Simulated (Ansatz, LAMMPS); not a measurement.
# Elastic response of glassy 29TiO2-71Al2O3 (mol %) (137 atoms), part 3 of 4

Aim: relax glassy 29TiO2-71Al2O3 (mol %) (137 atoms), then change its volume and shape to read moduli from the stress.

Ansatz 0.2.0; Kohn-Sham DFT, LDA, PAW (set soft_2), plane waves.

The cell: 9 Ti, 44 Al and 84 O. The quench rate of 300 K/ps is orders of magnitude faster than experiment. The network of bonds at the start is that of the classical potential that made the cell. Sampling is at Γ alone.

So far. Step 6 (Volume +3 %): The relaxation converged after 16 steps, 0.431 eV below its start, with a largest force component of 0.039 eV/Å. Step 6 (Volume +3 %): Volume +3 %: the energy stands 0.345 eV above that of the reference, at a pressure of -2.79 GPa.

### 7. Volume -6 %

The relaxed cell is scaled to another volume.

The input, input.yaml:

```yaml
crystal:
  lattice:
    - [11.12606, 0.10665, 0.082]
    - [0.10665, 10.98399, -0.006]
    - [0.082, -0.006, 11.4441]
  atoms:
    [... the 137 atom lines of step 4 ...]
kpoints:
  mp_grid: { grid: [1, 1, 1] }
hamiltonian:
  xc: lda
scf:
  occupations: { method: fixed }
output:
  forces: true
  eigenvalues: true
  stress: true
relax:
  f_tol: 0.05
  max_steps: 70
```

Run with:

```
$ ansatz run input.yaml --threads 4 --pin off --max-ram 8192MiB --backend cpu --events-out ev --progress --plain --runs-dir out
```

Output:

```text
[...]
Crystal: 137 atoms, lattice volume = 1398.362 Å³
Basis set: ecut = 420 eV, 27347 PW (Γ)
Bands: 509, of which v1, the nominal top of the filled ones, is band 372 counted from 1 (371 counted from 0)
Symmetry: 1 space group operations
[...]
k-points: 1
[...]
SCF iter   1: F=—  HF=-91450.251286 eV  |F-HF|=—  |Δ(HF+E_count)|=         —  Δρ=1.63e-2  dr2=3.51e0  ethr=1.77e-3  ⟨swp⟩=5.0  Hψ=1810  notcnv=0  defer=135
[...]
SCF iter   7: F=—  HF=-91449.265415 eV  |F-HF|=—  |Δ(HF+E_count)|=   8.88e-5  Δρ=8.17e-5  dr2=1.23e-4  ethr=7.23e-8  ⟨swp⟩=2.0  Hψ=727  notcnv=0  defer=135
SCF iter   8: F=-91449.265381 eV  HF=-91449.265397 eV  |F-HF|=1.64e-5  |Δ(HF+E_count)|=   1.84e-5  Δρ=3.87e-5  dr2=2.38e-5  ethr=8.40e-9  ⟨swp⟩=16.0  Hψ=3111  notcnv=0
SCF 1 converged in 8 iterations: F = -91449.265381 eV  dr2 = 2.38e-5
[...]
relax step   1: F+E_penalty+E_count = -91449.26538062 eV  Δ(F+E_penalty+E_count) = +0.000e0 eV  max|allowed force component| = 9.358e-1 eV/Å  Δτ_max = 0.0000 Å  (8 SCF iters, dr2 threshold 6.25e-5 eV, accepted)
[...]
relax step   2: F+E_penalty+E_count = -91449.93004898 eV  Δ(F+E_penalty+E_count) = -6.647e-1 eV  max|allowed force component| = 5.556e-1 eV/Å  Δτ_max = 0.0719 Å  (6 SCF iters, dr2 threshold 5.47e-5 eV, accepted)
[...]
relax step   3: F+E_penalty+E_count = -91450.48427702 eV  Δ(F+E_penalty+E_count) = -5.542e-1 eV  max|allowed force component| = 2.864e-1 eV/Å  Δτ_max = 0.1393 Å  (8 SCF iters, dr2 threshold 1.93e-5 eV, accepted)
relax step   4: F+E_penalty+E_count = -91450.67211635 eV  Δ(F+E_penalty+E_count) = -1.878e-1 eV  max|allowed force component| = 2.075e-1 eV/Å  Δτ_max = 0.2000 Å  (8 SCF iters, dr2 threshold 2.18e-5 eV, accepted)
relax step   5: F+E_penalty+E_count = -91450.68488496 eV  Δ(F+E_penalty+E_count) = -1.277e-2 eV  max|allowed force component| = 5.503e-1 eV/Å  Δτ_max = 0.2000 Å  (8 SCF iters, dr2 threshold 1.14e-5 eV, accepted)
relax step   6: F+E_penalty+E_count = -91450.70852213 eV  Δ(F+E_penalty+E_count) = -2.364e-2 eV  max|allowed force component| = 2.441e-1 eV/Å  Δτ_max = 0.2000 Å  (7 SCF iters, dr2 threshold 1.00e-4 eV, accepted)
relax step   7: F+E_penalty+E_count = -91450.74148716 eV  Δ(F+E_penalty+E_count) = -3.297e-2 eV  max|allowed force component| = 1.822e-1 eV/Å  Δτ_max = 0.2000 Å  (8 SCF iters, dr2 threshold 1.17e-5 eV, accepted)
relax step   8: F+E_penalty+E_count = -91450.80439530 eV  Δ(F+E_penalty+E_count) = -6.291e-2 eV  max|allowed force component| = 2.892e-1 eV/Å  Δτ_max = 0.1984 Å  (8 SCF iters, dr2 threshold 6.53e-6 eV, accepted)
relax step   9: F+E_penalty+E_count = -91450.91855406 eV  Δ(F+E_penalty+E_count) = -1.142e-1 eV  max|allowed force component| = 3.298e-1 eV/Å  Δτ_max = 0.2000 Å  (7 SCF iters, dr2 threshold 4.66e-5 eV, accepted)
relax step  10: F+E_penalty+E_count = -91450.85037775 eV  Δ(F+E_penalty+E_count) = +6.818e-2 eV  max|allowed force component| = 1.591e0 eV/Å  Δτ_max = 0.1950 Å  (6 SCF iters, dr2 threshold 1.00e-4 eV, rejected (line search))
relax step  11: F+E_penalty+E_count = -91451.01941408 eV  Δ(F+E_penalty+E_count) = -1.009e-1 eV  max|allowed force component| = 1.524e-1 eV/Å  Δτ_max = 0.0975 Å  (10 SCF iters, accepted)
relax step  12: F+E_penalty+E_count = -91451.04066170 eV  Δ(F+E_penalty+E_count) = -2.125e-2 eV  max|allowed force component| = 1.846e-1 eV/Å  Δτ_max = 0.1000 Å  (8 SCF iters, dr2 threshold 4.96e-6 eV, accepted)
relax step  13: F+E_penalty+E_count = -91451.03593690 eV  Δ(F+E_penalty+E_count) = +4.725e-3 eV  max|allowed force component| = 2.967e-1 eV/Å  Δτ_max = 0.0280 Å  (7 SCF iters, dr2 threshold 7.27e-6 eV, rejected (line search))
relax step  14: F+E_penalty+E_count = -91451.04787595 eV  Δ(F+E_penalty+E_count) = -7.214e-3 eV  max|allowed force component| = 5.392e-2 eV/Å  Δτ_max = 0.0136 Å  (9 SCF iters, accepted)
relax step  15: F+E_penalty+E_count = -91451.04775063 eV  Δ(F+E_penalty+E_count) = +1.253e-4 eV  max|allowed force component| = 1.459e-1 eV/Å  Δτ_max = 0.0750 Å  (10 SCF iters, rejected (line search))
relax step  16: F+E_penalty+E_count = -91451.05160865 eV  Δ(F+E_penalty+E_count) = -3.733e-3 eV  max|allowed force component| = 6.007e-2 eV/Å  Δτ_max = 0.0362 Å  (9 SCF iters, accepted)
relax step  17: F+E_penalty+E_count = -91451.05257074 eV  Δ(F+E_penalty+E_count) = -9.621e-4 eV  max|allowed force component| = 1.033e-1 eV/Å  Δτ_max = 0.0206 Å  (9 SCF iters, accepted)
relax step  18: F+E_penalty+E_count = -91451.05317786 eV  Δ(F+E_penalty+E_count) = -6.071e-4 eV  max|allowed force component| = 1.831e-2 eV/Å  Δτ_max = 0.0070 Å  (5 SCF iters, dr2 threshold 1.07e-5 eV, accepted)
[...]
relax step  19: F+E_penalty+E_count = -91451.05317941 eV  Δ(F+E_penalty+E_count) = -1.544e-6 eV  max|allowed force component| = 1.831e-2 eV/Å  Δτ_max = 0.0000 Å  (5 SCF iters, accepted)
SCF converged after 5 iterations
Free energy (F): -91451.053179 eV
[...]
Internal energy: -91451.053179 eV  (E = F + TS)
E sigma→0 (E₀):  -91451.053179 eV
Fermi energy:    6.193046 eV
[...]
Σ components = -91451.053179   (vs F -91451.053179, Δ=0.00e0)
--- Forces (eV/Å), atoms counted from 1 ---
  atom   1  Ti     0.00952046    -0.01613257     0.01239671
  atom   2  Ti    -0.00299647    -0.00507800    -0.00204402
  atom   3  Ti    -0.01316678     0.00454595     0.00254942
  atom   4  Ti     0.00037550    -0.00070301    -0.00151037
[...]
atom 137  O     -0.00567746    -0.00481159    -0.00004189
  max |Σ_I F_I| component: 1.63e-4 eV/Å
--- Stress (GPa, compression-positive) ---
        6.613749      -0.331073      -0.299791
       -0.331073       7.680774      -0.497015
       -0.299791      -0.497015       7.648707
  P = ⅓ Tr σ = 7.3144 GPa (73.144 kbar)
--- Band table (eV) ---
[...]
--- Relaxed structure (19 steps of the walk, 16 accepted, 0 SCFs on fresh bases) ---
  F+E_penalty+E_count = -91451.05317941 eV   max|allowed force component| = 1.831e-2 eV/Å
  atoms:
    - { symbol: Ti, position: [0.499731, 0.786742, 0.436646] }
    - { symbol: Ti, position: [0.324223, 0.509717, 0.838172] }
    - { symbol: Ti, position: [0.152821, 0.760086, 0.452500] }
    - { symbol: Ti, position: [0.792258, 0.421182, 0.558345] }
[...]
- { symbol: O, position: [0.366485, 0.293504, 0.171065] }
```

Elapsed: 6.7 min, on 4 threads of Arm Neoverse V2, shared host; peak memory 2 GiB; 26 min of CPU time.

The relaxation converged after 19 steps, 1.79 eV below its start, with a largest force component of 0.018 eV/Å.

Volume -6 %: the energy stands 1.88 eV above that of the reference, at a pressure of 7.31 GPa.

### 8. Volume +6 %

The relaxed cell is scaled to another volume.

input.yaml, the sections that differ from step 7:

```yaml
crystal:
  lattice:
    - [11.58068, 0.11101, 0.08535]
    - [0.11101, 11.43281, -0.00625]
    - [0.08535, -0.00625, 11.91172]
  atoms:
    [... the 137 atom lines of step 4 ...]
# kpoints, hamiltonian, scf, output, relax: as in step 7
```

Output:

```text
[...]
Crystal: 137 atoms, lattice volume = 1576.878 Å³
Basis set: ecut = 420 eV, 30811 PW (Γ)
Bands: 509, of which v1, the nominal top of the filled ones, is band 372 counted from 1 (371 counted from 0)
Symmetry: 1 space group operations
[...]
k-points: 1
[...]
SCF iter   1: F=—  HF=-91451.000642 eV  |F-HF|=—  |Δ(HF+E_count)|=         —  Δρ=1.62e-2  dr2=4.01e0  ethr=1.77e-3  ⟨swp⟩=4.0  Hψ=1793  notcnv=0  defer=132
[...]
SCF iter   7: F=—  HF=-91449.952055 eV  |F-HF|=—  |Δ(HF+E_count)|=   6.57e-5  Δρ=9.35e-5  dr2=1.75e-4  ethr=9.24e-8  ⟨swp⟩=2.0  Hψ=728  notcnv=0  defer=135
SCF iter   8: F=-91449.952006 eV  HF=-91449.952047 eV  |F-HF|=4.06e-5  |Δ(HF+E_count)|=   7.52e-6  Δρ=5.51e-5  dr2=5.81e-5  ethr=8.40e-9  ⟨swp⟩=16.0  Hψ=3169  notcnv=0
SCF 1 converged in 8 iterations: F = -91449.952006 eV  dr2 = 5.81e-5
[...]
relax step   1: F+E_penalty+E_count = -91449.95200648 eV  Δ(F+E_penalty+E_count) = +0.000e0 eV  max|allowed force component| = 7.289e-1 eV/Å  Δτ_max = 0.0000 Å  (8 SCF iters, dr2 threshold 6.25e-5 eV, accepted)
[...]
relax step   2: F+E_penalty+E_count = -91450.53106688 eV  Δ(F+E_penalty+E_count) = -5.791e-1 eV  max|allowed force component| = 4.048e-1 eV/Å  Δτ_max = 0.0814 Å  (7 SCF iters, dr2 threshold 3.32e-5 eV, accepted)
[...]
relax step   3: F+E_penalty+E_count = -91450.89818280 eV  Δ(F+E_penalty+E_count) = -3.671e-1 eV  max|allowed force component| = 2.486e-1 eV/Å  Δτ_max = 0.1022 Å  (8 SCF iters, dr2 threshold 1.02e-5 eV, accepted)
relax step   4: F+E_penalty+E_count = -91451.07362422 eV  Δ(F+E_penalty+E_count) = -1.754e-1 eV  max|allowed force component| = 5.140e-1 eV/Å  Δτ_max = 0.2000 Å  (8 SCF iters, dr2 threshold 1.91e-5 eV, accepted)
relax step   5: F+E_penalty+E_count = -91451.19137862 eV  Δ(F+E_penalty+E_count) = -1.178e-1 eV  max|allowed force component| = 2.116e-1 eV/Å  Δτ_max = 0.2000 Å  (7 SCF iters, dr2 threshold 9.97e-5 eV, accepted)
relax step   6: F+E_penalty+E_count = -91451.32361730 eV  Δ(F+E_penalty+E_count) = -1.322e-1 eV  max|allowed force component| = 1.895e-1 eV/Å  Δτ_max = 0.2000 Å  (9 SCF iters, dr2 threshold 7.59e-6 eV, accepted)
relax step   7: F+E_penalty+E_count = -91451.40441405 eV  Δ(F+E_penalty+E_count) = -8.080e-2 eV  max|allowed force component| = 1.798e-1 eV/Å  Δτ_max = 0.2000 Å  (9 SCF iters, dr2 threshold 6.09e-6 eV, accepted)
relax step   8: F+E_penalty+E_count = -91451.41229973 eV  Δ(F+E_penalty+E_count) = -7.886e-3 eV  max|allowed force component| = 6.350e-1 eV/Å  Δτ_max = 0.1646 Å  (8 SCF iters, dr2 threshold 2.59e-5 eV, accepted)
relax step   9: F+E_penalty+E_count = -91451.43293031 eV  Δ(F+E_penalty+E_count) = -2.063e-2 eV  max|allowed force component| = 4.307e-1 eV/Å  Δτ_max = 0.0553 Å  (6 SCF iters, dr2 threshold 1.00e-4 eV, accepted)
relax step  10: F+E_penalty+E_count = -91451.46538306 eV  Δ(F+E_penalty+E_count) = -3.245e-2 eV  max|allowed force component| = 9.804e-2 eV/Å  Δτ_max = 0.0746 Å  (6 SCF iters, dr2 threshold 8.53e-5 eV, accepted)
relax step  11: F+E_penalty+E_count = -91451.46755905 eV  Δ(F+E_penalty+E_count) = -2.176e-3 eV  max|allowed force component| = 8.384e-2 eV/Å  Δτ_max = 0.0368 Å  (9 SCF iters, accepted)
relax step  12: F+E_penalty+E_count = -91451.45887648 eV  Δ(F+E_penalty+E_count) = +8.683e-3 eV  max|allowed force component| = 2.419e-1 eV/Å  Δτ_max = 0.1477 Å  (11 SCF iters, rejected (line search))
[...]
relax step  13: F+E_penalty+E_count = -91451.46965228 eV  Δ(F+E_penalty+E_count) = -2.093e-3 eV  max|allowed force component| = 3.465e-2 eV/Å  Δτ_max = 0.0200 Å  (10 SCF iters, accepted)
SCF converged after 10 iterations
Free energy (F): -91451.469652 eV
[...]
Internal energy: -91451.469652 eV  (E = F + TS)
E sigma→0 (E₀):  -91451.469652 eV
Fermi energy:    4.813387 eV
[...]
Σ components = -91451.469652   (vs F -91451.469652, Δ=0.00e0)
--- Forces (eV/Å), atoms counted from 1 ---
  atom   1  Ti    -0.00041297     0.01275568    -0.00350456
  atom   2  Ti     0.00170051     0.00538356     0.00617182
  atom   3  Ti    -0.00639863     0.01042349    -0.00070370
  atom   4  Ti     0.00032745    -0.00243203    -0.00379962
[...]
atom 137  O      0.01014608    -0.00538921     0.00839930
  max |Σ_I F_I| component: 7.62e-5 eV/Å
--- Stress (GPa, compression-positive) ---
       -5.428947       0.578912       0.414478
        0.578912      -4.699530      -0.680388
        0.414478      -0.680388      -5.267018
  P = ⅓ Tr σ = -5.1318 GPa (-51.318 kbar)
--- Band table (eV) ---
[...]
--- Relaxed structure (13 steps of the walk, 12 accepted, 0 SCFs on fresh bases) ---
  F+E_penalty+E_count = -91451.46965228 eV   max|allowed force component| = 3.465e-2 eV/Å
  atoms:
    - { symbol: Ti, position: [0.440790, 0.790033, 0.412061] }
    - { symbol: Ti, position: [0.347418, 0.519210, 0.827209] }
    - { symbol: Ti, position: [0.147202, 0.750440, 0.444699] }
    - { symbol: Ti, position: [0.794056, 0.416807, 0.559627] }
[...]
- { symbol: O, position: [0.370453, 0.288579, 0.168495] }
```

Elapsed: 5.2 min, on 4 threads; peak memory 2.3 GiB; 20 min of CPU time.

The relaxation converged after 13 steps, 1.52 eV below its start, with a largest force component of 0.035 eV/Å.

Volume +6 %: the energy stands 1.47 eV above that of the reference, at a pressure of -5.13 GPa.

### 9. Volume -10 %

The relaxed cell is scaled to another volume.

input.yaml, the sections that differ from step 8:

```yaml
crystal:
  lattice:
    - [10.96595, 0.10511, 0.08082]
    - [0.10511, 10.82593, -0.00592]
    - [0.08082, -0.00592, 11.27942]
  atoms:
    [... the 137 atom lines of step 4 ...]
# kpoints, hamiltonian, scf, output, relax: as in step 8
```

Output:

```text
Warning: output.stress: scf.convergence.dr2_threshold = 1e-7 eV (the SCF's general default) is looser than the 1.08e-8 eV advised for a printed stress (1e-10 eV for each atom of the cell: 137, of which 108 are counted). What an SCF threshold leaves in a stress goes as its square root, and in the free energy as the threshold itself, and one threshold admits the most on a small cell: [...]
[...]
Pseudopotentials: kind: paw
Pseudopotential: Ti, paw, valence charge 12, recommended cutoff 420 eV (normal), Ti.paw.azcp
Pseudopotential: Al, paw, valence charge 3, recommended cutoff 420 eV (normal), Al.paw.azcp
Pseudopotential: O, paw, valence charge 6, recommended cutoff 420 eV (normal), O.paw.azcp
[... 3 lines on functional and potentials left out ...]
Crystal: 137 atoms, lattice volume = 1338.859 Å³
Basis set: ecut = 420 eV, 26129 PW (Γ)
Bands: 509, of which v1, the nominal top of the filled ones, is band 372 counted from 1 (371 counted from 0)
Symmetry: 1 space group operations
Space group: P1 (ITA 1), of the structure as read, at distance tolerance 1.1e-4 Å
k-points: 1
[... 10 lines on functional and potentials left out ...]
Initial density: superposition of atomic densities (neutral atoms: chi_scale 0, normalization atom), corrected by the library's trained network
Initial wavefunctions: pseudopotential atomic-orbital guess
[...]
SCF iter   1: F=—  HF=-91442.948636 eV  |F-HF|=—  |Δ(HF+E_count)|=         —  Δρ=1.64e-2  dr2=3.38e0  ethr=1.77e-3  ⟨swp⟩=5.0  Hψ=1810  notcnv=0  defer=135
preconditioner: auto → Resta (q_TF=auto, 2.474 Å⁻¹)  ε∞=4.2  [insulator: Δε(μ)=3.172 eV  Ē_g=14.606 eV  n_scr=346 (ndim 8)  ℏωp=26.3 eV  f_vac=0.049  ε∞_Penn≈4.2]
[...]
SCF iter   7: F=—  HF=-91441.969423 eV  |F-HF|=—  |Δ(HF+E_count)|=   1.04e-4  Δρ=7.77e-5  dr2=1.05e-4  ethr=7.18e-8  ⟨swp⟩=2.0  Hψ=746  notcnv=0  defer=135
SCF iter   8: F=-91441.969393 eV  HF=-91441.969405 eV  |F-HF|=1.11e-5  |Δ(HF+E_count)|=   1.81e-5  Δρ=3.48e-5  dr2=1.72e-5  ethr=8.40e-9  ⟨swp⟩=15.0  Hψ=2949  notcnv=0
SCF 1 converged in 8 iterations: F = -91441.969393 eV  dr2 = 1.72e-5
[...]
relax step   1: F+E_penalty+E_count = -91441.96939347 eV  Δ(F+E_penalty+E_count) = +0.000e0 eV  max|allowed force component| = 1.676e0 eV/Å  Δτ_max = 0.0000 Å  (8 SCF iters, dr2 threshold 6.25e-5 eV, accepted)
[...]
relax step   2: F+E_penalty+E_count = -91443.86332401 eV  Δ(F+E_penalty+E_count) = -1.894e0 eV  max|allowed force component| = 1.038e0 eV/Å  Δτ_max = 0.1104 Å  (6 SCF iters, dr2 threshold 1.00e-4 eV, accepted)
[...]
relax step   5: F+E_penalty+E_count = -91446.43024933 eV  Δ(F+E_penalty+E_count) = -2.282e-1 eV  max|allowed force component| = 1.582e-1 eV/Å  Δτ_max = 0.2000 Å  (9 SCF iters, dr2 threshold 4.94e-6 eV, accepted)
[...]
relax step  10: F+E_penalty+E_count = -91447.02539952 eV  Δ(F+E_penalty+E_count) = +9.808e-2 eV  max|allowed force component| = 2.379e0 eV/Å  Δτ_max = 0.1952 Å  (7 SCF iters, dr2 threshold 1.00e-4 eV, rejected (line search))
[...]
relax step  15: F+E_penalty+E_count = -91447.83005815 eV  Δ(F+E_penalty+E_count) = -1.127e-1 eV  max|allowed force component| = 8.383e-1 eV/Å  Δτ_max = 0.1950 Å  (8 SCF iters, dr2 threshold 1.66e-5 eV, accepted)
[...]
relax step  20: F+E_penalty+E_count = -91448.08472289 eV  Δ(F+E_penalty+E_count) = -6.036e-3 eV  max|allowed force component| = 8.055e-2 eV/Å  Δτ_max = 0.1000 Å  (7 SCF iters, dr2 threshold 1.48e-5 eV, accepted)
[...]
relax step  23: F+E_penalty+E_count = -91448.11214025 eV  Δ(F+E_penalty+E_count) = -4.406e-4 eV  max|allowed force component| = 1.227e-1 eV/Å  Δτ_max = 0.0695 Å  (7 SCF iters, dr2 threshold 6.40e-6 eV, accepted)
Step cancelled. What follows is not a result of the run: it is the report of the last solve that finished, which converged after 7 SCF iterations.
Free energy (F): -91448.112140 eV
Harris-Foulkes:  -91448.112142 eV  (|F-HF|=1.28e-6)
Internal energy: -91448.112140 eV  (E = F + TS)
E sigma→0 (E₀):  -91448.112140 eV
Fermi energy:    7.239463 eV
--- Per-component energies (eV) ---
[...]
Σ components = -91448.112140   (vs F -91448.112140, Δ=0.00e0)
--- Forces (eV/Å), atoms counted from 1 ---
  atom   1  Ti     0.01184830    -0.03033053    -0.05181458
  atom   2  Ti    -0.03257803    -0.02318373    -0.02213970
  atom   3  Ti     0.01201236    -0.04724117     0.04442168
  atom   4  Ti    -0.01715942     0.01919918     0.01045203
[...]
atom 137  O      0.01041447    -0.00851518    -0.00961867
  max |Σ_I F_I| component: 6.89e-4 eV/Å
--- Band table (eV) ---
  k-point 0: bands = ["-49.2323", "-49.2002", "-49.0129", "-48.9742", [... 493 levels ...], "17.4286", "17.5382", "17.5922", "17.6472", "17.6940", "17.7129", "17.7331", "17.7670", "17.8174", "17.8843", "17.9433", "17.9592"]
End of that report.
Error: SIGTERM received: cancelled by the caller after 23 completed ionic steps
```

The job ended after 8 min (4 threads; peak memory 2 GiB; 31 min of CPU time).

The relaxation was stopped at its limit after 23 steps, 6.14 eV below its start, with a largest force component of 0.12 eV/Å.

Volume -10 %: the energy stands 4.82 eV above that of the reference.

(Part 3 of 4 ends here.)

[Long decimals in the printed logs are rounded to 6 places.]

[Logs are printed without paths, hosts, clocks, repeated set-up lines and the standing remarks that a program may print on its own settings, such as how far it seeks lower states.]

[Hosts, paths, dates, database ids (printed as entryN), source tags and the programs' standing remarks are cut or masked in the printed files.]
